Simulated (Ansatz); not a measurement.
# Cutoff, mesh or smearing: what limits a work function? Na(100), Al(111), Al(110), Cu(110), Rh(111) and Ba(110)

One slab of each metal is run with one setting changed at a time. Which setting moves the work function most, and which can be cut?

Set-up. Ansatz 0.2.0, plane waves with PAW datasets (its set soft_2), PBE; unrelaxed symmetric slabs of 7 layers, 18 Å of vacuum. The reference has 420 eV, the mesh listed and Fermi-Dirac smearing of 0.1 eV; the other columns give the change in eV.

The runs side by side:

```tsv
face	mesh	reference (eV)	300 eV	600 eV	mesh × 1/3	mesh × 2/3	mesh × 3/2	Gaussian 0.05	cold 0.1	Methfessel-Paxton 0.2	Fermi-Dirac 0.3
Na(100)	10×10	2.665	−0.001	0.000	+0.142	+0.002	+0.006	−0.042	−0.023	−0.018	+0.132
Al(111)	16×16	4.039	−0.002	0.000	−0.021	−0.019	+0.002	−0.012	−0.011	−0.008	+0.049
Al(110)	10×14	4.037	−0.004	0.000	+0.159	−0.009	−0.006	+0.011	+0.008	−0.005	+0.074
Cu(110)	11×16	4.317	−0.001	−0.001	+0.056	−0.002	0.000	−0.008	−0.008	−0.006	+0.053
Rh(111)	17×17	5.165	+0.007	0.000	−0.015	+0.005	−0.003	−0.004	+0.007	+0.005	−0.027
Ba(110)	10×10	2.440	0.000	0.000	+0.018	0.000	0.000	−0.048	−0.048	−0.058	+0.361
```

**Reading.** The largest change of a row comes from the hot smearing on 3 faces, from the coarsest mesh on 3 and from another setting on 0. Runs at 200 eV and on a still coarser mesh, made as deliberately poor settings, are not listed. 600 eV moves no value by more than 0.001 eV, and 300 eV none by more than 0.007 eV. A mesh with a third of the points along each axis is off by up to 0.16 eV (Al(110)) and two thirds by up to 0.019 eV; three halves still move Al(110) by 0.006 eV. The three narrow or corrected schemes, nearer to zero temperature, lie −0.05 to 0.00 eV from the reference on average: on Ba(110) they agree with each other, so the reference's own smearing of 0.1 eV is an error there, larger than that of cutoff or of the two finer meshes. Fermi-Dirac smearing of 0.3 eV, an electron temperature near 3,500 K, moves Ba(110) by 0.36 eV.

Caveats: Where those three schemes disagree, their widths or the mesh may be the cause; they were not run on a finer mesh. One setting changes at a time, and errors need not add; the faces are unrelaxed and unreconstructed. The table is a selection: not every member that was run is listed.

[Logs are printed without paths, hosts, clocks, repeated set-up lines and the standing remarks that a program may print on its own settings, such as how far it seeks lower states.]
